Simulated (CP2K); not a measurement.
The C K edge of 5-methylpyrimidine was computed by TDDFT (CP2K XAS_TDP, aug-cc-pVDZ, TDA) at these levels: BHandHLYP, PBEh(45%) and PBEh(45%) + GW2X. The first three lines of C1 (bonded to C and 3 H) with a strength over 0.0015, energy in eV and strength:

```
run           first          second           third
  1  285.19 (0.004)  286.28 (0.017)  286.44 (0.012)
  2  283.57 (0.002)  284.04 (0.006)  284.84 (0.021)
  3  289.91 (0.002)  290.38 (0.006)  291.19 (0.021)
```

**Question.** Which run is which?

Run 1: BHandHLYP (50 % exact exchange). Run 2: PBEh(45%) (45 % exact exchange). Run 3: PBEh(45%) + GW2X (45 % exact exchange). Self-interaction lifts the core level, so the uncorrected lines rise with the share of exact exchange. The GW2X run keeps the spacings of its parent: 0.47 eV between the first two lines in run 3, 0.47 eV in run 2. Its shift is +6.34 eV, since the Kohn–Sham level at this share of exchange lies that far above the quasiparticle level.

[Banner, clock and machine lines of the logs are left out without a mark of their own.]

[Logs are printed without paths, hosts, clocks, repeated set-up lines and the standing remarks that a program may print on its own settings, such as how far it seeks lower states.]

[Hosts, paths, dates, database ids (printed as entryN), source tags and the programs' standing remarks are cut or masked in the printed files.]
